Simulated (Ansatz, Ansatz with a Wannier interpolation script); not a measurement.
Rows from a G0W0 calculation on SiO2 (P3_221) (Ansatz 0.2.0; G0W0 on LDA, plane waves, PAW; PAW set soft_1; 6×6×4 mesh, 520 empty bands, screening to 160 eV, PAW set soft_1 files), in eV. Spin-orbit coupling is left out.

```csv
row,k,band,start,Σx,Σc at the solution,Vxc
A,Γ,c1,7.910,-7.748,-3.513,-12.731
B,"(0.333, 0.333, 0.000)",v2,1.727,-26.498,4.126,-20.658
C,"(0.333, 0.333, 0.000)",c1,10.826,-8.377,-3.894,-14.075
D,"(0.333, 0.333, 0.000)",v1,2.164,-26.750,4.070,-21.014
E,Γ,c2,11.182,-6.635,-4.038,-12.480
F,Γ,v1,1.837,-26.162,4.052,-20.404
```

Question: Give the quasiparticle energies and the shift of each level.

The quasiparticle equation reads E = start + Σx + Σc(E) − Vxc.

```csv
row,E (eV),shift (eV)
A,9.380,+1.470
B,0.013,−1.714
C,12.631,+1.805
D,0.498,−1.666
E,12.990,+1.808
F,0.131,−1.707
```

The gap over the computed points goes from 5.75 eV to 8.88 eV.

Limits: not at the basis limit.

[Paths, hosts, dates, memory and timing lines, banners, echoed tables and standing remarks are left out of the program output.]

[Logs are printed without paths, hosts, clocks, repeated set-up lines and the standing remarks that a program may print on its own settings, such as how far it seeks lower states.]

[Runs of the session that timed out or met a known fault of the program may be left out.]

[Hosts, paths, dates, database ids (printed as entryN), source tags and the programs' standing remarks are cut or masked in the printed files.]
